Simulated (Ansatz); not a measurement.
# How Rb2CdSe2O6 absorbs and reflects light

What colour and refractive index does Rb2CdSe2O6 have at this level of theory?

Program: Ansatz 0.2.0. Level of theory: DFT, PBE, plane-wave PAW, default files, scalar-relativistic, independent-particle optical response without local fields. Results are calculated unless marked as measured.

**1. Starting point**

The structure is trigonal, space group R-3m (No. 166). Conventional cell: a = 5.750 Å, b = 5.750 Å, c = 19.669 Å, α = 90.00°, β = 90.00°, γ = 120.00°. Nearest to Cd lie 6 O at 2.33 Å. Rb has 9 O at 2.97 to 3.12 Å nearest. Se has 3 O at 1.69 Å nearest. Nearest to O lie 1 Se at 1.69 Å and 1 Cd at 2.33 Å and 3 Rb at 2.97 to 3.12 Å. Farther neighbours and most contacts between anions are not listed.

Coordinates:

```cif
data_structure
_symmetry_space_group_name_H-M 'P 1'
_symmetry_Int_Tables_number 1
_cell_length_a 7.3488
_cell_length_b 7.3488
_cell_length_c 7.3488
_cell_angle_alpha 46.063
_cell_angle_beta 46.063
_cell_angle_gamma 46.063
_cell_volume 187.74
loop_
_atom_site_label
_atom_site_type_symbol
_atom_site_fract_x
_atom_site_fract_y
_atom_site_fract_z
_atom_site_occupancy
Cd1 Cd 0.00000 0.00000 0.00000 1
Rb2 Rb 0.19623 0.19623 0.19623 1
Rb3 Rb 0.80377 0.80377 0.80377 1
Se4 Se 0.37308 0.37308 0.37308 1
Se5 Se 0.62692 0.62692 0.62692 1
O6 O 0.25559 0.25559 0.71679 1
O7 O 0.71679 0.25559 0.25559 1
O8 O 0.25559 0.71679 0.25559 1
O9 O 0.28321 0.74441 0.74441 1
O10 O 0.74441 0.74441 0.28321 1
O11 O 0.74441 0.28321 0.74441 1
```

**2. Ground state and bands**

The self-consistent density comes first; it also tells whether there is a gap, which decides the occupations and the need for a Drude term.

This step: DFT, PBE, plane-wave PAW, default files, scalar-relativistic, ground state (Ansatz 0.2.0).

Input file input.yaml:

```yaml
crystal:
  lattice:
    - [2.87515, 1.6599686265, 6.5561666667]
    - [-2.87515, 1.6599686265, 6.5561666667]
    - [0.0, -3.3199372529, 6.5561666667]
  atoms:
    - { symbol: Cd, position: [0.0, 0.0, 0.0] }
    - { symbol: Rb, position: [0.1962333333, 0.1962333333, 0.1962333333] }
    - { symbol: Rb, position: [0.8037666667, 0.8037666667, 0.8037666667] }
    - { symbol: Se, position: [0.3730833333, 0.3730833333, 0.3730833333] }
    - { symbol: Se, position: [0.6269166667, 0.6269166667, 0.6269166667] }
    - { symbol: O, position: [0.25559, 0.25559, 0.71679] }
    - { symbol: O, position: [0.71679, 0.25559, 0.25559] }
    - { symbol: O, position: [0.25559, 0.71679, 0.25559] }
    - { symbol: O, position: [0.28321, 0.74441, 0.74441] }
    - { symbol: O, position: [0.74441, 0.74441, 0.28321] }
    - { symbol: O, position: [0.74441, 0.28321, 0.74441] }
kpoints:
  mp_grid: { grid: [5, 5, 5] }
  band_path:
    path:
      - [[0.0, 0.0, 0.0], [0.5, 0.0, 0.0], [0.5, 0.20940411, -0.20940411]]
      - [[0.79059589, 0.5, 0.20940411], [0.5, 0.5, 0.5], [0.0, 0.0, 0.0], [0.35470205, 0.0, -0.35470205]]
      - [[0.64529795, 0.35470205, 0.0], [0.5, 0.5, 0.0], [0.64529795, 0.64529795, 0.20940411], [0.5, 0.5, 0.5]]
      - [[0.5, 0.0, 0.0], [0.79059589, 0.35470205, 0.35470205]]
    npoints: 6
scf:
  occupations: { method: fermi_dirac, width: 0.05 }
  n_extra_bands: 15
hamiltonian:
  xc: pbe
  pseudopotentials: { kind: paw }
output:
  forces: true
  stress: true
  populations: true
  write_bands: true
```

On the command line:

```bash
$ ansatz run input.yaml --threads 4 --pin off --max-ram 8192MiB --backend cpu --events-out ev --progress --plain --runs-dir out
```

Numbers of over 12 decimals in the logs are rounded to 6 here.

What it wrote:

```text
scf.n_extra_bands = 15 over 53 filled bands (N_el = 106.0): the run solves 68 bands
Engine: ansatz 0.2.0, x86_64-unknown-linux-gnu
Pseudopotentials: kind: paw
Pseudopotential: Cd, paw, valence charge 20, recommended cutoff 420 eV (normal), Cd.paw.azcp
Pseudopotential: Rb, paw, valence charge 9, recommended cutoff 420 eV (normal), Rb.paw.azcp
Pseudopotential: Se, paw, valence charge 16, recommended cutoff 420 eV (normal), Se.paw.azcp
Pseudopotential: O, paw, valence charge 6, recommended cutoff 420 eV (normal), O.paw.azcp
Functional definition: PBE
  parameter kappa = 0.804
  parameter beta = 0.066725
  exchange = pbe_x(kappa = kappa, mu = beta*pi^2/3)
  correlation = pbe_c(beta = beta)
Crystal: 11 atoms, lattice volume = 187.742 Å³
Basis set: ecut = 420 eV, 3717 PW (Γ), exchange–correlation on 100×100×100 points (8 copies of the dense FFT grid, shifted against one another)
Bands: 68, of which v1, the nominal top of the filled ones, is band 53 counted from 1 (52 counted from 0)
Symmetry: 12 space group operations
Space group: R-3m (ITA 166), of the structure as read, at distance tolerance 5.7e-5 Å
k-points: 19 of 125
Non-local potential: Cd, projectors of the file, l = 0: 3, l = 1: 2, l = 2: 2, l = 3: 1
Non-local potential: Rb, projectors of the file, l = 0: 3, l = 1: 2, l = 2: 2
Non-local potential: Se, projectors of the file, l = 0: 2, l = 1: 2, l = 2: 3, l = 3: 1
Non-local potential: O, projectors of the file, l = 0: 2, l = 1: 2, l = 2: 1
PAW form: soft (Blöchl's): semilocal exchange-correlation on the pseudo side does not see the compensation charge
PAW one-centre angular grid: Cd, 590 points (default); XC on 64 Gauss nodes
PAW one-centre angular grid: Rb, 110 points (default); XC on 64 Gauss nodes
PAW one-centre angular grid: Se, 590 points (default); XC on 64 Gauss nodes
PAW one-centre angular grid: O, 110 points (default); XC on 64 Gauss nodes
Initial density: superposition of atomic densities (neutral atoms: chi_scale 0, normalization atom), corrected by the library's trained network
Initial wavefunctions: pseudopotential atomic-orbital guess
Functional: x = pbe(κ = 0.804, μ = 0.219515), c = pbe(β = 0.066725)
SCF iter   1: F=—  HF=-29130.882788 eV  |F-HF|=—  |Δ(HF+E_count)|=         —  Δρ=1.26e-3  dr2=8.09e-4  ethr=1.77e-3  ⟨swp⟩=6.2  Hψ=5423  notcnv=0  defer=29
preconditioner: auto → Resta (q_TF=auto, 2.480 Å⁻¹)  ε∞=3.4  [insulator: Δε(μ)=3.868 eV  Ē_g=15.305 eV  σ=0.050 eV  W_gap=1.00  n_scr=46 (ndim 8)  ℏωp=23.9 eV  f_vac=0.059  D(μ)=0.00/eV (n_scr^D=0)  ε∞_Penn≈3.4]
SCF iter   2: F=—  HF=-29130.886565 eV  |F-HF|=—  |Δ(HF+E_count)|=   3.78e-3  Δρ=6.74e-4  dr2=2.23e-4  ethr=7.63e-7  ⟨swp⟩=2.8  Hψ=2641  notcnv=0  defer=109
SCF iter   3: F=—  HF=-29130.887634 eV  |F-HF|=—  |Δ(HF+E_count)|=   1.07e-3  Δρ=1.07e-4  dr2=1.49e-5  ethr=2.11e-7  ⟨swp⟩=2.0  Hψ=2062  notcnv=0  defer=109
SCF iter   4: F=—  HF=-29130.887692 eV  |F-HF|=—  |Δ(HF+E_count)|=   5.77e-5  Δρ=4.02e-5  dr2=2.39e-6  ethr=1.40e-8  ⟨swp⟩=2.0  Hψ=1718  notcnv=0  defer=109
SCF iter   5: F=—  HF=-29130.887694 eV  |F-HF|=—  |Δ(HF+E_count)|=   1.73e-6  Δρ=1.22e-5  dr2=2.53e-7  ethr=2.25e-9  ⟨swp⟩=2.0  Hψ=1834  notcnv=0  defer=109
SCF iter   6: F=-29130.887694 eV  HF=-29130.887694 eV  |F-HF|=3.16e-8  |Δ(HF+E_count)|=   7.16e-8  Δρ=6.61e-6  dr2=7.54e-8  ethr=9.43e-11  ⟨swp⟩=10.6  Hψ=6435  notcnv=0
SCF 1 converged in 6 iterations: F = -29130.887694 eV  dr2 = 7.54e-8
  greatest PAW one-centre occupation: 1.000 electrons in one spin orbital (limit 2), on the Cd atom at site 0 (counted from 0), in its partial waves of l = 1
NSCF: frozen V_eff on 58 k-points
SCF converged after 6 iterations
Free energy (F): -29130.887694 eV
Harris-Foulkes:  -29130.887694 eV  (|F-HF|=3.16e-8)
Internal energy: -29130.887694 eV  (E = F + TS)
E sigma→0 (E₀):  -29130.887694 eV
Fermi energy:    7.842599 eV
--- Per-component energies (eV) ---
  E_band       = -1521.593806
  E_kinetic    = 2180.996092
  E_local      = -13855.283391  (includes V_loc(G=0)·N_el)
  E_nonlocal   = -504.258599
  E_hartree    = 6163.205546
  E_xc         = -1089.168187
  E_vxc        = -1257.121602  (∫ρ·V_xc dr)
  E_paw        = -14103.009527  (= ΣΔE_a)
  E_vpaw       = -412.354163  (= ΣTr[D̂ρ^β])
  E_aug_tail   = 0.013782  (compensation charges beyond the density's cutoff)
  E_ewald      = -7923.383409
  E_smearing   = -0.000000  (= −TS)
  E_closure    = 0.000000  (closes the sum)
  Σ components = -29130.887694   (vs F -29130.887694, Δ=0.00e0)
--- Forces (eV/Å), atoms counted from 1 ---
  atom   1  Cd     0.00000000     0.00000000     0.00000000
  atom   2  Rb    -0.00000000     0.00000000     0.06109349
  atom   3  Rb     0.00000000    -0.00000000    -0.06109349
  atom   4  Se     0.00000000    -0.00000000    -1.32063889
  atom   5  Se    -0.00000000     0.00000000     1.32063889
  atom   6  O      0.00000000    -0.85715412     0.53687737
  atom   7  O      0.74231725     0.42857706     0.53687737
  atom   8  O     -0.74231725     0.42857706     0.53687737
  atom   9  O     -0.74231725    -0.42857706    -0.53687737
  atom  10  O     -0.00000000     0.85715412    -0.53687737
  atom  11  O      0.74231725    -0.42857706    -0.53687737
  max |Σ_I F_I| component: 2.22e-16 eV/Å
--- Stress (GPa, compression-positive) ---
        5.873078       0.000000       0.000000
        0.000000       5.873078      -0.000000
       -0.000000      -0.000000       3.902247
  P = ⅓ Tr σ = 5.2161 GPa (52.161 kbar)
--- Band table (eV; the first three rows and the last of 19) ---
  k-point 0: bands = [... 49 lower, 5.4815, 5.4957, 5.4957, 5.5667, 9.6863, 10.7478, 10.7478, 11.4185, ... 11 higher]
  k-point 1: bands = [... 49 lower, 5.3201, 5.4005, 5.5225, 5.6458, 10.0778, 10.7062, 10.7387, 11.8057, ... 11 higher]
  k-point 2: bands = [... 49 lower, 5.2384, 5.4912, 5.5370, 5.7716, 10.4371, 10.7309, 11.3966, 12.1497, ... 11 higher]
  k-point 18: bands = [... 49 lower, 5.3967, 5.4828, 5.5025, 5.7261, 10.3272, 10.8708, 10.8866, 11.3063, ... 11 higher]
--- Löwdin populations: 11 sites ---
  site symbol       q [e]
     0     Cd     18.5306
     1     Rb      8.2354
     2     Rb      8.2354
     3     Se     14.4586
     4     Se     14.4586
     5      O      6.8814
     6      O      6.8814
     7      O      6.8814
     8      O      6.8814
     9      O      6.8814
    10      O      6.8814
  spilling = 0.007480 (of n_electrons = 106.000000)
```

The job ended after 6.5 s (4 threads of Intel Xeon 6975P-C (Granite Rapids), shared host; peak memory 0.91 GiB; 21 s of CPU time).

In the SCF lines HF is the Harris–Foulkes energy and dr2 the Hartree energy of the density residual, in eV; the loop may stop once dr2 is under the threshold and the program's other checks hold. Hψ counts applications of the Hamiltonian.

This step gave:

```
free energy                  : -29130.8877 eV
Fermi energy                 : 7.843 eV
gap by band count            : 3.871 eV
electrons                    : 106
symmetry operations          : 12
pressure                     : 5.216 GPa
gap on the k-mesh            : 3.871 eV
volume                       : 187.7 Å³
gap on the path              : 3.860 eV
least direct gap on the path : 4.120 eV
```

There is a gap, 3.86 eV on the path, so no carriers' term is needed. The cell is left with a pressure of 5.2 GPa and forces up to 1.32 eV/Å, as it stands unrelaxed at this level.

The electronic bands at the labelled points (eV, zero at the Fermi level; v1 is the highest filled band, c1 the lowest empty one):

```csv
point,v4,v3,v2,v1,c1,c2,c3,c4
Γ,-2.36,-2.35,-2.35,-2.28,1.84,2.90,2.90,3.58
halfway,-2.50,-2.48,-2.32,-2.16,2.36,2.86,3.01,4.11
L,-2.62,-2.33,-2.30,-2.05,2.66,2.90,3.68,4.43
halfway,-2.67,-2.60,-2.26,-2.03,2.48,3.37,3.72,4.46
B1,-2.65,-2.64,-2.21,-2.02,2.50,3.53,3.83,4.46
jump to B,-2.65,-2.64,-2.21,-2.02,2.50,3.53,3.83,4.46
halfway,-2.49,-2.44,-2.29,-2.10,2.58,3.08,3.19,3.67
Z,-2.43,-2.41,-2.30,-2.15,2.13,2.85,2.98,2.98
halfway,-2.39,-2.39,-2.29,-2.26,1.96,2.94,2.94,3.23
Γ,-2.36,-2.35,-2.35,-2.28,1.84,2.90,2.90,3.58
halfway,-2.54,-2.46,-2.39,-2.13,2.40,2.94,3.15,4.30
X,-2.66,-2.65,-2.21,-2.02,2.48,3.58,3.80,4.47
jump to Q,-2.66,-2.65,-2.21,-2.02,2.48,3.58,3.80,4.47
halfway,-2.64,-2.43,-2.20,-2.04,2.54,3.26,3.80,4.40
F,-2.62,-2.26,-2.21,-2.07,2.60,3.06,3.71,4.37
halfway,-2.62,-2.27,-2.21,-2.06,2.61,3.06,3.70,4.37
P1,-2.61,-2.28,-2.23,-2.06,2.65,3.04,3.68,4.36
halfway,-2.46,-2.35,-2.32,-2.11,2.53,3.03,3.08,3.54
Z,-2.43,-2.41,-2.30,-2.15,2.13,2.85,2.98,2.98
jump to L,-2.62,-2.33,-2.30,-2.05,2.66,2.90,3.68,4.43
halfway,-2.62,-2.30,-2.29,-2.05,2.66,2.95,3.69,4.42
P,-2.61,-2.28,-2.23,-2.06,2.65,3.04,3.68,4.36
```

**3. Spectrum**

With the density converged, the vertical transitions are summed over the zone.

This step: DFT, PBE, plane-wave PAW, default files, scalar-relativistic, independent-particle optical response without local fields (Ansatz 0.2.0).

input.yaml, the sections that differ from step 2:

```yaml
kpoints:
  mp_grid: { grid: [5, 5, 5] }
scf:
  occupations: { method: fixed }
output:
  optics:
    e_range: [0, 14]
    de: 0.05
    sigma: 0.15
    nscf_kmesh: { grid: [6, 6, 6] }
    bands: { spectra_wanted_up_to: 14 }
# crystal, hamiltonian: as in step 2
```

What it wrote:

```text
[...]
Crystal: 11 atoms, lattice volume = 187.742 Å³
Basis set: ecut = 420 eV, 3717 PW (Γ)
Bands: 64, of which v1, the nominal top of the filled ones, is band 53 counted from 1 (52 counted from 0)
Symmetry: 12 space group operations
[...]
k-points: 19 of 125
[...]
SCF iter   1: F=—  HF=-29130.883647 eV  |F-HF|=—  |Δ(HF+E_count)|=         —  Δρ=1.26e-3  dr2=7.91e-4  ethr=1.77e-3  ⟨swp⟩=4.7  Hψ=4469  notcnv=0  defer=165
[...]
SCF iter  10: F=-29130.887973 eV  HF=-29130.887973 eV  |F-HF|=7.28e-12  |Δ(HF+E_count)|=  5.82e-11  Δρ=3.29e-8  dr2=2.90e-12  ethr=1.00e-12  ⟨swp⟩=11.4  Hψ=4842  notcnv=0
SCF 1 converged in 10 iterations: F = -29130.887973 eV  dr2 = 2.90e-12
[...]
NSCF: frozen V_eff on 32 k-points
[...]
output.optics: what the bands over the 112 summed would add to eps1, eps2 and the energy-loss function is held between a lower and an upper bound (8 Lanczos steps). eps1, eps2 and their loss function (loss_summed_bands) are given on every row as the summed bands alone make them. Along an axis, on a row where the two bounds hold the loss function to about 1 % of the greater of itself and 0.5 % of |1/eps|, its cell (loss_completed) is given, with the completed eps1 and eps2 that it is formed of (a cell that is left empty reads nan in the table and null in the record). The two bounds hold it so along every axis on all 281 rows up to 14.000 eV. [rest of the remark cut]
SCF converged after 10 iterations
Free energy (F): -29130.887973 eV
[...]
Internal energy: -29130.887973 eV  (E = F + TS)
E sigma→0 (E₀):  -29130.887973 eV
Fermi energy:    5.815233 eV
[...]
--- Band table (eV; the first three rows and the last of 19) ---
  k-point 0: bands = [... 49 lower, 5.4815, 5.4957, 5.4957, 5.5667, 9.6863, 10.7478, 10.7478, 11.4186, ... 7 higher]
  k-point 1: bands = [... 49 lower, 5.3200, 5.4005, 5.5225, 5.6458, 10.0778, 10.7062, 10.7388, 11.8057, ... 7 higher]
  k-point 2: bands = [... 49 lower, 5.2384, 5.4912, 5.5370, 5.7715, 10.4371, 10.7309, 11.3966, 12.1497, ... 7 higher]
  k-point 18: bands = [... 49 lower, 5.3966, 5.4828, 5.5025, 5.7261, 10.3273, 10.8708, 10.8866, 11.3063, ... 7 higher]
```

Run time: 77 s. Hardware: 4 threads; peak memory 2.5 GiB; 4.4 min of CPU time.

Numbers from this step:

* electronic dielectric constant ε∞, mean over x, y and z (by symmetry where fewer were run): 3.597
* absorption onset, first axis (α over 10⁴ cm⁻¹, or the direct gap if that lies higher): 4.300 eV
* main peak of Im epsilon, first axis: 5.201 eV
* least direct gap on the mesh: 4.120 eV
* bands summed: 112
* spectra valid up to: 23.65 eV
* program's estimate of the k-sum error in Im epsilon: 0.07 %
* electrons in the f-sum: 49.12

The Im ε has structure finer than the step of the table below, so its rows give means over 0.5 eV, whole bins alone (the curve runs from 0 to 14 eV). Peaks (eV: height): E ∥ x or y 5.20: 5.30, 7.25: 4.91, 8.85: 3.64, 11.40: 2.82; E ∥ z 5.95: 3.14, 7.25: 1.98, 7.95: 2.71, 9.55: 4.77, 11.50: 3.43.

Table of Im ε by photon energy; means over each step:

```csv
photon energy (eV),E ∥ x or y,E ∥ z
3.5,0,0
4.0,0.00598,0.0384
4.5,0.861,0.269
5.0,3.40,0.774
5.5,4.12,2.10
6.0,2.91,2.60
6.5,3.60,1.72
7.0,4.12,1.56
7.5,3.61,1.60
8.0,2.33,2.24
8.5,2.88,1.19
9.0,3.33,1.95
9.5,2.47,4.27
10.0,2.52,4.52
10.5,2.44,2.99
11.0,2.64,3.01
11.5,2.70,3.11
12.0,1.83,2.01
12.5,1.42,1.85
13.0,1.25,1.53
13.5,1.27,1.17
```

Table of Re ε by photon energy:

```csv
photon energy (eV),E ∥ x or y,E ∥ z
0.0,3.79,3.20
0.5,3.81,3.21
1.0,3.84,3.23
1.5,3.90,3.26
2.0,4.00,3.32
2.5,4.14,3.39
3.0,4.34,3.50
3.5,4.66,3.67
4.0,5.24,3.97
4.5,6.66,4.27
5.0,7.76,5.06
5.5,3.66,4.48
6.0,3.49,3.23
6.5,4.04,2.93
7.0,3.46,3.51
7.5,0.866,2.99
8.0,2.26,2.84
8.5,2.41,3.21
9.0,1.47,4.96
9.5,1.45,4.03
10.0,1.16,2.02
10.5,1.72,0.573
11.0,1.30,1.16
11.5,0.792,0.844
12.0,0.483,0.424
12.5,0.946,0.686
13.0,1.07,0.509
13.5,1.53,0.937
14.0,1.90,1.53
```

The loss function −Im 1/ε at q → 0 has structure finer than the step of the table below, so its rows give means over 0.5 eV, whole bins alone (the curve runs from 0 to 14 eV). Peaks (eV: height): E ∥ x or y 7.65: 0.332, 10.10: 0.346, 12.25: 0.570; E ∥ z 6.15: 0.195, 8.15: 0.204, 10.55: 0.365, 13.15: 0.641.

Loss function −Im 1/ε at q → 0 against energy loss; means over each step:

```
energy loss (eV)  E ∥ x or y    E ∥ z
             3.5           0        0
             4.0      1.8e-4  0.00224
             4.5      0.0194   0.0145
             5.0      0.0536   0.0285
             5.5       0.131   0.0828
             6.0       0.134    0.148
             6.5       0.125    0.145
             7.0       0.150    0.113
             7.5       0.258    0.122
             8.0       0.231    0.161
             8.5       0.198    0.106
             9.0       0.247   0.0704
             9.5       0.297    0.127
            10.0       0.304    0.184
            10.5       0.278    0.302
            11.0       0.300    0.275
            11.5       0.343    0.299
            12.0       0.514    0.473
            12.5       0.503    0.473
            13.0       0.444    0.564
            13.5       0.319    0.511
```

Table of refractive index n and extinction k by photon energy:

```
photon energy (eV)  n, E ∥ x or y  k, E ∥ x or y  n, E ∥ z  k, E ∥ z
               0.0           1.95              0      1.79         0
               0.5           1.95              0      1.79         0
               1.0           1.96              0      1.80         0
               1.5           1.98              0      1.81         0
               2.0           2.00              0      1.82         0
               2.5           2.03              0      1.84         0
               3.0           2.08              0      1.87         0
               3.5           2.16              0      1.92         0
               4.0           2.29         1.0e-4      1.99   0.00205
               4.5           2.59          0.194      2.07    0.0682
               5.0           2.84          0.581      2.25     0.143
               5.5           2.14          0.950      2.18     0.502
               6.0           2.00          0.716      1.97     0.795
               6.5           2.18          0.838      1.79     0.514
               7.0           2.08          0.930      1.91     0.377
               7.5           1.52           1.20      1.78     0.417
               8.0           1.65          0.687      1.83     0.717
               8.5           1.74          0.782      1.82     0.313
               9.0           1.61           1.06      2.26     0.373
               9.5           1.47          0.837      2.26      1.04
              10.0           1.42          0.927      1.89      1.24
              10.5           1.54          0.809      1.30      1.06
              11.0           1.44          0.889      1.51      1.06
              11.5           1.36           1.03      1.48      1.16
              12.0           1.09          0.835      1.09     0.868
              12.5           1.15          0.607      1.16     0.811
              13.0           1.16          0.528      1.05     0.766
              13.5           1.33          0.496      1.11     0.553
              14.0           1.48          0.540      1.32     0.457
```

The reflectivity at normal incidence has structure finer than the step of the table below, so its rows give means over 0.5 eV, whole bins alone (the curve runs from 0 to 14 eV). Peaks (eV: height): E ∥ x or y 5.15: 26.1, 7.30: 24.3, 8.90: 19.1, 9.95: 16.0, 11.65: 18.8; E ∥ z 5.90: 17.2, 7.20: 12.5, 7.90: 15.2, 10.25: 24.2, 11.00: 18.5, 11.65: 22.9.

The reflectivity at normal incidence by photon energy; means over each step:

```csv
photon energy (eV),E ∥ x or y (%),E ∥ z (%)
0.5,10.4,8.03
1.0,10.5,8.12
1.5,10.8,8.26
2.0,11.1,8.48
2.5,11.6,8.79
3.0,12.4,9.23
3.5,13.5,9.87
4.0,15.5,11.0
4.5,19.3,12.2
5.0,24.0,15.0
5.5,20.7,15.9
6.0,16.4,14.9
6.5,19.2,10.7
7.0,20.5,11.2
7.5,20.2,11.1
8.0,12.3,12.9
8.5,15.1,9.73
9.0,18.2,15.9
9.5,13.7,21.7
10.0,14.0,23.2
10.5,13.0,18.5
11.0,14.8,17.1
11.5,17.7,20.2
12.0,14.1,15.9
12.5,8.36,12.5
13.0,6.32,11.0
13.5,5.99,6.20
```

From ε follow the optical constants at some laser and lamp lines:

| wavelength (nm) | n xy | k xy | R (%) xy | 1/α xy | n z | k z | R (%) z | 1/α z |
| --- | --- | --- | --- | --- | --- | --- | --- | --- |
| 1550 | 1.96 | 0.000 | 10.5 | over 1 mm | 1.79 | 0.000 | 8.1 | over 1 mm |
| 800 | 1.98 | 0.000 | 10.8 | over 1 mm | 1.81 | 0.000 | 8.3 | over 1 mm |
| 532 | 2.02 | 0.000 | 11.4 | over 1 mm | 1.83 | 0.000 | 8.7 | over 1 mm |
| 450 | 2.06 | 0.000 | 12.0 | over 1 mm | 1.86 | 0.000 | 9.0 | over 1 mm |
| 405 | 2.09 | 0.000 | 12.5 | over 1 mm | 1.88 | 0.000 | 9.3 | over 1 mm |
| 365 | 2.14 | 0.000 | 13.2 | over 1 mm | 1.90 | 0.000 | 9.7 | over 1 mm |
| 248 | 2.84 | 0.579 | 24.7 | 34 nm | 2.25 | 0.143 | 15.0 | 138 nm |

Rows near the edge hang on the gap, which this functional as a rule makes too small, and phonon-assisted absorption is left out.

Through 1 µm of it, D65 light comes out colourless (x = 0.314, y = 0.330; 81 % transmitted).

At 1064 nm the birefringence n(z) − n(x) is -0.165: the crystal is uniaxial negative at this level.

The f-sum over the summed bands holds 49.1 of the cell's 106 electrons outside the frozen cores, 44 of which lie in bands more than 12 eV below the Fermi level, whose transitions come at higher energies. Up to 14 eV the strength has a mean oscillator energy of 8.2 eV, and these transitions give 74 % of ε∞ − 1 along x; the rest comes from higher ones.

[end of part 1 of 2]

[Logs are printed without paths, hosts, clocks, repeated set-up lines and the standing remarks that a program may print on its own settings, such as how far it seeks lower states.]

[Hosts, paths, dates, database ids (printed as entryN), source tags and the programs' standing remarks are cut or masked in the printed files.]
